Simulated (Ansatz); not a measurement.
# Work function of Li(110): what the settings cost and change

How far do functional and pseudopotentials move the work function of Li(110), and at what cost?

Main program and level: Ansatz 0.2.0; plane-wave DFT, PBE, Ansatz PAW, in the first sound run; inputs show where later runs differ.

## 1. Set-up

The cell holds 7 atoms: 7 Li. Cell: a = 3.022 Å, b = 3.022 Å, c = 32.807 Å, α = 90.0°, β = 90.0°, γ = 70.5°. Vacuum lies along c.

## 2. Run, setting PBE, Ansatz PAW (420 eV)

A work function rests on the faint tail of the density, so the SCF threshold is tight. PBE on the default files comes first; the next runs keep the geometry and change functional or files, each at the cutoff that its files recommend; a relaxation and, for heavy metals, spin-orbit coupling close the ladder.

input.yaml

```yaml
crystal:
  lattice:
    - [2.4678026663, -1.745, 0.0]
    - [2.4678026663, 1.745, 0.0]
    - [0.0, 0.0, 32.806815998]
  atoms:
    - { symbol: Li, position: [0.0, 0.0, 0.2743332361] }
    - { symbol: Li, position: [0.5, 0.5, 0.3495554908] }
    - { symbol: Li, position: [0.0, 0.0, 0.4247777454] }
    - { symbol: Li, position: [0.5, 0.5, 0.5] }
    - { symbol: Li, position: [0.0, 0.0, 0.5752222546] }
    - { symbol: Li, position: [0.5, 0.5, 0.6504445092] }
    - { symbol: Li, position: [0.0, 0.0, 0.7256667639] }
kpoints:
  mp_grid: { grid: [14, 14, 1] }
hamiltonian:
  xc: pbe
scf:
  occupations: { method: fermi_dirac, width: 0.1 }
  convergence: { dr2_threshold: 1.0e-09 }
efield:
  axis: 3
  dipole_correction: true
  ramp_position: 0.97
  ramp_width: 0.06
output:
  write_potential: true
  write_density: true
  volumetric_format: npy
  elf: true
```

Command:

```
> ansatz run input.yaml --threads 2 --pin off --max-ram 3072MiB --backend cpu --events-out ev --progress --plain --runs-dir out
```

Numbers of over 12 decimals in the logs are rounded to 6 here.

What it wrote:

```text
Engine: ansatz 0.2.0, aarch64-unknown-linux-gnu
Pseudopotentials: kind: paw
Pseudopotential: Li, paw, valence charge 3, recommended cutoff 420 eV (normal), Li.paw.azcp
Functional definition: PBE
  parameter kappa = 0.804
  parameter beta = 0.066725
  exchange = pbe_x(kappa = kappa, mu = beta*pi^2/3)
  correlation = pbe_c(beta = beta)
Crystal: 7 atoms, lattice volume = 282.553 Å³
Basis set: ecut = 420 eV, 5433 PW (Γ)
Bands: 18, of which v1, the nominal top of the filled ones, is band 11 counted from 1 (10 counted from 0)
Symmetry: 4 space group operations
k-points: 57 of 196
Non-local potential: Li, projectors of the file, l = 0: 3, l = 1: 2, l = 2: 1
PAW form: soft (Blöchl's): semilocal exchange-correlation on the pseudo side does not see the compensation charge
PAW one-centre angular grid: Li, 110 points (default); XC on 64 Gauss nodes
Initial density: superposition of atomic densities (neutral atoms: chi_scale 0, normalization atom), corrected by the library's trained network
Initial wavefunctions: pseudopotential atomic-orbital guess
Functional: x = pbe(κ = 0.804, μ = 0.219515), c = pbe(β = 0.066725)
SCF iter   1: F=—  HF=-1432.327627 eV  |F-HF|=—  |Δ(HF+E_count)|=         —  Δρ=4.85e-4  dr2=3.03e-2  ethr=1.77e-3  p=0.000 e·Å  D=1.53e-14 V/Å  ΔV_dip=-0.00 eV  dr2_dipole=1.33e-7  V_vac-E_F(+/−)=3.23/3.22 eV  ⟨swp⟩=8.2  Hψ=6518  notcnv=0
efield: sawtooth ramp at fractional position 0.9700 (set: `efield.ramp_position`, or a place that a band, a saddle search or an elastic batch's reference lends), width 0.0600; the density the first Hamiltonian is built on has a dipole p = 0.000 e·Å; the dipole correction subtracts the counter field D = 1.53e-14 V/Å, which shifts the + side's vacuum level by -0.00 eV against the − side's; the planar-averaged density in the ramp window peaks in size at 1.2e-5 e/Å³
preconditioner: auto → LDOS  [metal: Δε(μ)=0.015 eV  Ē_g=3.691 eV  σ=0.100 eV  W_gap=0.04  n_scr=18 (ndim 8)  ℏωp=5.8 eV  f_vac=0.405  D(μ)=3.74/eV (n_scr^D=16)  β→1.0]
SCF iter   2: F=—  HF=-1432.326409 eV  |F-HF|=—  |Δ(HF+E_count)|=   1.22e-3  Δρ=1.13e-4  dr2=5.08e-4  ethr=1.44e-4  p=0.000 e·Å  D=2.16e-6 V/Å  ΔV_dip=-0.00 eV  dr2_dipole=1.50e-7  V_vac-E_F(+/−)=3.24/3.24 eV  ⟨swp⟩=1.4  Hψ=1536  notcnv=0
SCF iter   3: F=—  HF=-1432.326422 eV  |F-HF|=—  |Δ(HF+E_count)|=   1.26e-5  Δρ=3.27e-5  dr2=1.09e-5  ethr=2.42e-6  p=-0.000 e·Å  D=-4.57e-7 V/Å  ΔV_dip=0.00 eV  dr2_dipole=2.72e-9  V_vac-E_F(+/−)=3.25/3.25 eV  ⟨swp⟩=1.0  Hψ=1019  notcnv=0
SCF iter   4: F=—  HF=-1432.326426 eV  |F-HF|=—  |Δ(HF+E_count)|=   3.36e-6  Δρ=7.24e-6  dr2=7.99e-7  ethr=5.19e-8  p=-0.000 e·Å  D=-4.03e-7 V/Å  ΔV_dip=0.00 eV  dr2_dipole=2.15e-10  V_vac-E_F(+/−)=3.25/3.25 eV  ⟨swp⟩=1.9  Hψ=1228  notcnv=0
SCF iter   5: F=—  HF=-1432.326412 eV  |F-HF|=—  |Δ(HF+E_count)|=   1.36e-5  Δρ=1.96e-6  dr2=6.57e-8  ethr=3.80e-9  p=-0.000 e·Å  D=-4.89e-8 V/Å  ΔV_dip=0.00 eV  dr2_dipole=6.89e-12  V_vac-E_F(+/−)=3.25/3.25 eV  ⟨swp⟩=1.8  Hψ=1176  notcnv=0
SCF iter   6: F=—  HF=-1432.326412 eV  |F-HF|=—  |Δ(HF+E_count)|=   3.15e-8  Δρ=4.59e-7  dr2=2.18e-9  ethr=3.13e-10  p=-0.000 e·Å  D=-1.32e-8 V/Å  ΔV_dip=0.00 eV  dr2_dipole=2.03e-13  V_vac-E_F(+/−)=3.25/3.25 eV  ⟨swp⟩=1.9  Hψ=1173  notcnv=0
SCF iter   7: F=-1432.326412 eV  HF=-1432.326412 eV  |F-HF|=2.46e-11  |Δ(HF+E_count)|=   1.52e-9  Δρ=9.64e-8  dr2=6.76e-11  ethr=4.76e-12  p=-0.000 e·Å  D=-4.05e-9 V/Å  ΔV_dip=0.00 eV  dr2_dipole=1.96e-14  V_vac-E_F(+/−)=3.25/3.25 eV  ⟨swp⟩=5.2  Hψ=3191  notcnv=0
SCF 1 converged in 7 iterations: F = -1432.326412 eV  dr2 = 6.76e-11
  greatest PAW one-centre occupation: 1.000 electrons in one spin orbital (limit 2), on the Li atom at site 0 (counted from 0), in its partial waves of l = 0
WARN: The output density's exchange-correlation potential varies sharply where the density is thin. Do not read a vacuum level from v_tot or v_xc, or from such a field of the output density. On a cell that repeats whose density bears no net charge and no dipole along the vacuum's axis use v_es (v_loc + v_h of the components); under efield.dipole_correction with no amplitude use v_es + v_field, which holds any externa [...]
SCF converged after 7 iterations
Free energy (F): -1432.326412 eV
Harris-Foulkes:  -1432.326412 eV  (|F-HF|=2.46e-11)
Internal energy: -1432.204624 eV  (E = F + TS)
E sigma→0 (E₀):  -1432.265518 eV
Entropy (-TS):   -0.121788 eV (-17.398 meV/atom)
Fermi energy:    -0.990130 eV
Dipole field:    D = 0.000000 V/Å  (p = 0.000000 e·Å, saw-weighted, corrected)
Work function:   Φ+ = 3.2536 eV   Φ− = 3.2536 eV
Levels:          The Fermi level and band energies are counted from a zero that moves with the ramp; work functions are not
--- Per-component energies (eV) ---
  E_band       = -684.003262
  E_kinetic    = 146.722697
  E_local      = -6701.137979  (includes V_loc(G=0)·N_el)
  E_nonlocal   = -232.888608
  E_hartree    = 3140.444002
  E_xc         = -69.311520
  E_vxc        = -89.180414  (∫ρ·V_xc dr)
  E_paw        = -147.008344  (= ΣΔE_a)
  E_vpaw       = -88.407003  (= ΣTr[D̂ρ^β])
  E_aug_tail   = 0.000101  (compensation charges beyond the density's cutoff)
  E_efield     = 0.000000  (sawtooth field / dipole correction)
  E_vefield    = 0.000000  (∫n·V_field dr)
  E_ewald      = 2430.975027
  E_smearing   = -0.121788  (= −TS)
  E_closure    = -0.000000  (closes the sum)
  Σ components = -1432.326412   (vs F -1432.326412, Δ=0.00e0)
--- Band table (eV; the first three rows and the last of 57) ---
  k-point 0: bands = [... 7 lower, -4.4283, -4.2221, -3.8478, -3.2988, -2.6013, -1.8046, -1.0566, -0.7180, ... 3 higher]
  k-point 1: bands = [... 7 lower, -4.3569, -4.1506, -3.7761, -3.2265, -2.5276, -1.7272, -0.9710, -0.6249, ... 3 higher]
  k-point 2: bands = [... 7 lower, -4.1427, -3.9363, -3.5614, -3.0105, -2.3081, -1.4977, -0.7166, -0.3457, ... 3 higher]
  k-point 56: bands = [... 7 lower, -0.6471, -0.3980, 0.0544, 0.7192, 1.5722, 2.1398, 2.2518, 2.4734, ... 3 higher]
```

Elapsed: 34 s, on 2 threads of Arm Neoverse N1, shared host; peak memory 0.62 GiB.

The column dr2 measures how far the density is from self-consistency, as an energy; F and HF (Harris–Foulkes) agree once it is small.

Numbers from this step:

| Item | Value |
| --- | --- |
| energy at zero smearing | -1432.2655 eV |
| work function, upper face | 3.254 eV |

Running mean over 2.468 Å of the planar mean; the ramp of the sawtooth is left out. Table of electron's electrostatic potential energy less the Fermi level by z:

z (Å), electron's electrostatic potential energy less the Fermi level (eV) and a bar from the least value:
```
      3.5       3.25 ##############################
      4.0       3.25 ##############################
      4.5       3.25 ##############################
      5.0       3.24 ##############################
      5.5       3.21 ##############################
      6.0       3.13 #############################
      6.5       2.95 ############################
      7.0       2.53 #########################
      7.5       1.56 ##################
      8.0       0.12 #######
      8.5      -0.72 #
      9.0      -0.89 
      9.5      -0.80 #
     10.0      -0.69 #
     10.5      -0.64 ##
     11.0      -0.62 ##
     11.5      -0.62 ##
     12.0      -0.61 ##
     12.5      -0.60 ##
     13.0      -0.60 ##
     13.5      -0.60 ##
     14.0      -0.60 ##
     14.5      -0.60 ##
     15.0      -0.60 ##
     15.5      -0.60 ##
     16.0      -0.60 ##
     16.5      -0.60 ##
     17.0      -0.60 ##
     17.5      -0.60 ##
     18.0      -0.60 ##
     18.5      -0.60 ##
     19.0      -0.60 ##
     19.5      -0.60 ##
     20.0      -0.60 ##
     20.5      -0.61 ##
     21.0      -0.62 ##
     21.5      -0.62 ##
     22.0      -0.63 ##
     22.5      -0.65 ##
     23.0      -0.73 #
     23.5      -0.85 
     24.0      -0.87 
     24.5      -0.52 ###
     25.0       0.67 ###########
     25.5       2.04 #####################
     26.0       2.73 ##########################
     26.5       3.04 ############################
     27.0       3.17 #############################
     27.5       3.22 ##############################
     28.0       3.24 ##############################
     28.5       3.25 ##############################
     29.0       3.25 ##############################
     29.5       3.25 ##############################
```

ELF in the ca plane at fractional y = 0.000, with atoms of Li within 0.2 Å of it. It is the smooth field of the valence electrons, not physical close to the nuclei.

Ten even steps from '0' (0.02 × 1e-1) to '9' (9.85 × 1e-1), each cell a mean:
```
20597015666665118940366665530399301111000000
41010036665665300101466655552011002221000000
64211356655566531124666555565321244321000000
66545666655566655456666555566766665431000000
65433566655566653345666555566654555421000000
52000146655566410002566555553100023321000000
30263025666665204610366655540155001211000000
20799115666664119960266665530499400111000000
```
Columns run along c (16.0 Å, from fractional 0.39 to 0.88 of the cell), rows up along a (3.0 Å). Atoms in or near the plane, at fractional coordinates: Li at (0.42, 0.00), Li at (0.58, 0.00), Li at (0.73, 0.00).

Valence density in the ca plane at fractional y = 0.000, with atoms of Li within 0.2 Å of it. It is the smooth field of the valence electrons, not physical close to the nuclei.

Values in e/Å³, 5 rows by 16 columns, each cell a mean:
```
0.2 1.8 0.1 0.1 0.1 0.2 1.7 0.1 0.1 0.0 0.3 1.7 0.0 0.0 0.0 0.0
0.1 0.1 0.1 0.1 0.1 0.1 0.1 0.1 0.1 0.1 0.1 0.1 0.0 0.0 0.0 0.0
0.1 0.1 0.1 0.1 0.1 0.1 0.1 0.1 0.1 0.1 0.1 0.0 0.0 0.0 0.0 0.0
0.1 0.1 0.1 0.1 0.1 0.1 0.1 0.1 0.1 0.1 0.1 0.1 0.0 0.0 0.0 0.0
0.3 3.4 0.1 0.1 0.1 0.4 3.3 0.1 0.1 0.0 0.5 3.2 0.0 0.0 0.0 0.0
```
Columns run along c (16.0 Å, from fractional 0.39 to 0.88 of the cell), rows up along a (3.0 Å). Atoms in or near the plane, at fractional coordinates: Li at (0.42, 0.00), Li at (0.58, 0.00), Li at (0.73, 0.00).

Electrostatic potential energy in the ca plane at fractional y = 0.000, with atoms of Li within 0.2 Å of it. With pseudopotentials it is smooth inside the atoms' cores, unlike the true potential.

Ten even steps from '0' (-28 eV) to '9' (2 eV), each cell a mean:
```
87201689999999850027999999998300489999999999
98656899999999985578999999998755789999999999
99888999999999998889999999999888899999999999
99999999999999999999999999999999999999999999
99999999999999999999999999999998999999999999
98878899999999987789999999999877889999999999
97413789999999872148999999998522589999999999
86100589999999840016999999997200278999999999
```
Columns run along c (16.0 Å, from fractional 0.39 to 0.88 of the cell; values clipped at the 3rd and 97th percentile), rows up along a (3.0 Å). Atoms in or near the plane, at fractional coordinates: Li at (0.42, 0.00), Li at (0.58, 0.00), Li at (0.73, 0.00).

The work function is 3.254 eV.

## 3. Run

This step: plane-wave DFT, LDA, Ansatz PAW (Ansatz 0.2.0).

Edit input.yaml of step 2 so:

```diff
@@ -16,3 +16,3 @@
 hamiltonian:
-  xc: pbe
+  xc: lda
 scf:
@@ -29,2 +29 @@
   volumetric_format: npy
-  elf: true
```

What it wrote:

```text
[...]
Crystal: 7 atoms, lattice volume = 282.553 Å³
Basis set: ecut = 420 eV, 5433 PW (Γ)
Bands: 18, of which v1, the nominal top of the filled ones, is band 11 counted from 1 (10 counted from 0)
Symmetry: 4 space group operations
k-points: 57 of 196
[...]
k-point 1: bands = [... 7 lower, -4.3952, -4.1937, -3.8259, -3.2842, -2.5948, -1.8077, -1.0720, -0.7405, ... 3 higher]
  k-point 2: bands = [... 7 lower, -4.1847, -3.9830, -3.6147, -3.0715, -2.3782, -1.5802, -0.8182, -0.4619, ... 3 higher]
  k-point 56: bands = [... 7 lower, -0.7619, -0.5151, -0.0658, 0.5958, 1.4441, 2.0771, 2.1798, 2.3879, ... 3 higher]
[key lines of the parts left out:]
SCF converged after 7 iterations
Free energy (F): -1410.896444 eV
Fermi energy:    -1.084479 eV
Dipole field:    D = -0.000000 V/Å  (p = -0.000000 e·Å, saw-weighted, corrected)
Work function:   Φ+ = 3.3429 eV   Φ− = 3.3429 eV
```

It took 35 s on 2 threads; peak memory 0.61 GiB.

The work function is 3.343 eV, +0.089 eV from the run “PBE, Ansatz PAW (420 eV)”, at 1.00 times its CPU time.

## 4. Slab

This step: plane-wave DFT, PBEsol, Ansatz PAW (Ansatz 0.2.0).

Edit input.yaml of step 3 so:

```diff
@@ -16,3 +16,3 @@
 hamiltonian:
-  xc: lda
+  xc: pbesol
 scf:
```

What it wrote:

```text
[...]
Crystal: 7 atoms, lattice volume = 282.553 Å³
Basis set: ecut = 420 eV, 5433 PW (Γ)
Bands: 18, of which v1, the nominal top of the filled ones, is band 11 counted from 1 (10 counted from 0)
Symmetry: 4 space group operations
k-points: 57 of 196
[...]
k-point 1: bands = [... 7 lower, -4.3602, -4.1546, -3.7808, -3.2309, -2.5320, -1.7356, -0.9901, -0.6439, ... 3 higher]
  k-point 2: bands = [... 7 lower, -4.1464, -3.9407, -3.5664, -3.0152, -2.3126, -1.5060, -0.7352, -0.3645, ... 3 higher]
  k-point 56: bands = [... 7 lower, -0.6574, -0.4069, 0.0467, 0.7134, 1.5682, 2.1386, 2.2489, 2.4688, ... 3 higher]
[key lines of the parts left out:]
SCF converged after 7 iterations
Free energy (F): -1420.474911 eV
Fermi energy:    -0.998273 eV
Dipole field:    D = 0.000000 V/Å  (p = 0.000000 e·Å, saw-weighted, corrected)
Work function:   Φ+ = 3.2821 eV   Φ− = 3.2821 eV
```

The job ended after 36 s (2 threads; peak memory 0.63 GiB).

The work function is 3.282 eV, +0.029 eV from the run “PBE, Ansatz PAW (420 eV)”, at 1.00 times its CPU time.

## 5. Slab

This step: plane-wave DFT, RPBE, Ansatz PAW (Ansatz 0.2.0).

Edit input.yaml of step 4 so:

```diff
@@ -16,3 +16,3 @@
 hamiltonian:
-  xc: pbesol
+  xc: rpbe
 scf:
```

What it wrote:

```text
[...]
Crystal: 7 atoms, lattice volume = 282.553 Å³
Basis set: ecut = 420 eV, 5433 PW (Γ)
Bands: 18, of which v1, the nominal top of the filled ones, is band 11 counted from 1 (10 counted from 0)
Symmetry: 4 space group operations
k-points: 57 of 196
[...]
k-point 1: bands = [... 7 lower, -4.3214, -4.1131, -3.7359, -3.1836, -2.4818, -1.6768, -0.9128, -0.5616, ... 3 higher]
  k-point 2: bands = [... 7 lower, -4.1058, -3.8975, -3.5200, -2.9665, -2.2613, -1.4467, -0.6581, -0.2821, ... 3 higher]
  k-point 56: bands = [... 7 lower, -0.5846, -0.3342, 0.1198, 0.7863, 1.6417, 2.1901, 2.3056, 2.5320, ... 3 higher]
[key lines of the parts left out:]
SCF converged after 7 iterations
Free energy (F): -1437.642671 eV
Fermi energy:    -0.934475 eV
Dipole field:    D = -0.000001 V/Å  (p = -0.000001 e·Å, saw-weighted, corrected)
Work function:   Φ+ = 3.2063 eV   Φ− = 3.2062 eV
```

It took 38 s on 2 threads; peak memory 0.63 GiB; 61 s of CPU time.

The work function is 3.206 eV, -0.047 eV from the run “PBE, Ansatz PAW (420 eV)”, at 1.0 times its CPU time.

## 6. Run

This step: plane-wave DFT, r2SCAN, Ansatz PAW (Ansatz 0.2.0).

Edit input.yaml of step 5 so:

```diff
@@ -16,3 +16,3 @@
 hamiltonian:
-  xc: rpbe
+  xc: r2scan
 scf:
```

What it wrote:

```text
[...]
Crystal: 7 atoms, lattice volume = 282.553 Å³
Basis set: ecut = 500 eV, 7237 PW (Γ), exchange–correlation on 96×96×960 points (64 copies of the dense FFT grid, shifted against one another)
Bands: 18, of which v1, the nominal top of the filled ones, is band 11 counted from 1 (10 counted from 0)
Symmetry: 4 space group operations
k-points: 57 of 196
[...]
k-point 1: bands = [... 7 lower, -4.6634, -4.4351, -4.0228, -3.4166, -2.6476, -1.7742, -0.9558, -0.5613, ... 3 higher]
  k-point 2: bands = [... 7 lower, -4.4272, -4.1989, -3.7864, -3.1790, -2.4063, -1.5222, -0.6771, -0.2580, ... 3 higher]
  k-point 56: bands = [... 7 lower, -0.5657, -0.2934, 0.1976, 0.9215, 1.8528, 2.3920, 2.5194, 2.7709, ... 3 higher]
[key lines of the parts left out:]
SCF converged after 7 iterations
Free energy (F): -1435.442485 eV
Fermi energy:    -0.958521 eV
Dipole field:    D = 0.000000 V/Å  (p = 0.000000 e·Å, saw-weighted, corrected)
Work function:   Φ+ = 3.2565 eV   Φ− = 3.2566 eV
```

Elapsed: 83 s, on 2 threads; peak memory 0.77 GiB.

The work function is 3.257 eV, +0.003 eV from the run “PBE, Ansatz PAW (420 eV)”, at 2.3 times its CPU time.

## 7. Slab

This step: plane-wave DFT, PBE, JTH PAW (Ansatz 0.2.0).

Edit input.yaml of step 6 so:

```diff
@@ -16,3 +16,4 @@
 hamiltonian:
-  xc: r2scan
+  xc: pbe
+  pseudopotentials: { kind: paw, source: jth }
 scf:
```

What it wrote:

```text
[...]
k-point 1: bands = [... 7 lower, -4.3639, -4.1578, -3.7835, -3.2341, -2.5353, -1.7349, -0.9787, -0.6332, ... 3 higher]
  k-point 2: bands = [... 7 lower, -4.1499, -3.9437, -3.5690, -3.0182, -2.3158, -1.5053, -0.7241, -0.3537, ... 3 higher]
  k-point 56: bands = [... 7 lower, -0.6558, -0.4064, 0.0465, 0.7121, 1.5660, 2.1379, 2.2495, 2.4704, ... 3 higher]
[key lines of the parts left out:]
SCF converged after 9 iterations
Free energy (F): -1432.308747 eV
Fermi energy:    -0.997872 eV
Dipole field:    D = 0.000000 V/Å  (p = 0.000000 e·Å, saw-weighted, corrected)
Work function:   Φ+ = 3.2530 eV   Φ− = 3.2530 eV
```

The job ended after 3.5 min (2 threads; peak memory 2.1 GiB).

The work function is 3.253 eV, -0.001 eV from the run “PBE, Ansatz PAW (420 eV)”, at 5.9 times its CPU time.

## 8. Run

This step: plane-wave DFT, PBE, norm-conserving (Ansatz 0.2.0).

Edit input.yaml of step 7 so:

```diff
@@ -17,3 +17,3 @@
   xc: pbe
-  pseudopotentials: { kind: paw, source: jth }
+  pseudopotentials: { kind: nc }
 scf:
```

What it wrote:

```text
[...]
Crystal: 7 atoms, lattice volume = 282.553 Å³
Basis set: ecut = 1034.032677 eV, 21221 PW (Γ)
Bands: 18, of which v1, the nominal top of the filled ones, is band 11 counted from 1 (10 counted from 0)
Symmetry: 4 space group operations
k-points: 57 of 196
[...]
k-point 1: bands = [... 7 lower, -4.3959, -4.1898, -3.8156, -3.2663, -2.5676, -1.7673, -1.0113, -0.6655, ... 3 higher]
  k-point 2: bands = [... 7 lower, -4.1818, -3.9757, -3.6010, -3.0504, -2.3482, -1.5379, -0.7569, -0.3863, ... 3 higher]
  k-point 56: bands = [... 7 lower, -0.6877, -0.4386, 0.0138, 0.6788, 1.5319, 2.0990, 2.2110, 2.4325, ... 3 higher]
[key lines of the parts left out:]
SCF converged after 11 iterations
Free energy (F): -1377.653712 eV
Fermi energy:    -1.030564 eV
Dipole field:    D = -0.000001 V/Å  (p = -0.000001 e·Å, saw-weighted, corrected)
Work function:   Φ+ = 3.2525 eV   Φ− = 3.2525 eV
```

Run time: 2.7 min. Hardware: 2 threads; peak memory 1.4 GiB.

The work function is 3.253 eV, -0.001 eV from the run “PBE, Ansatz PAW (420 eV)”, at 4.8 times its CPU time.

(Part 1 of 2 ends here.)

[Logs are printed without paths, hosts, clocks, repeated set-up lines and the standing remarks that a program may print on its own settings, such as how far it seeks lower states.]

[Hosts, paths, dates, database ids (printed as entryN), source tags and the programs' standing remarks are cut or masked in the printed files.]

[Maps of the electrostatic potential energy from Ansatz leave out the sawtooth potential of an applied field or a dipole correction, so their vacuum need not be flat; planar profiles and work functions include it.]
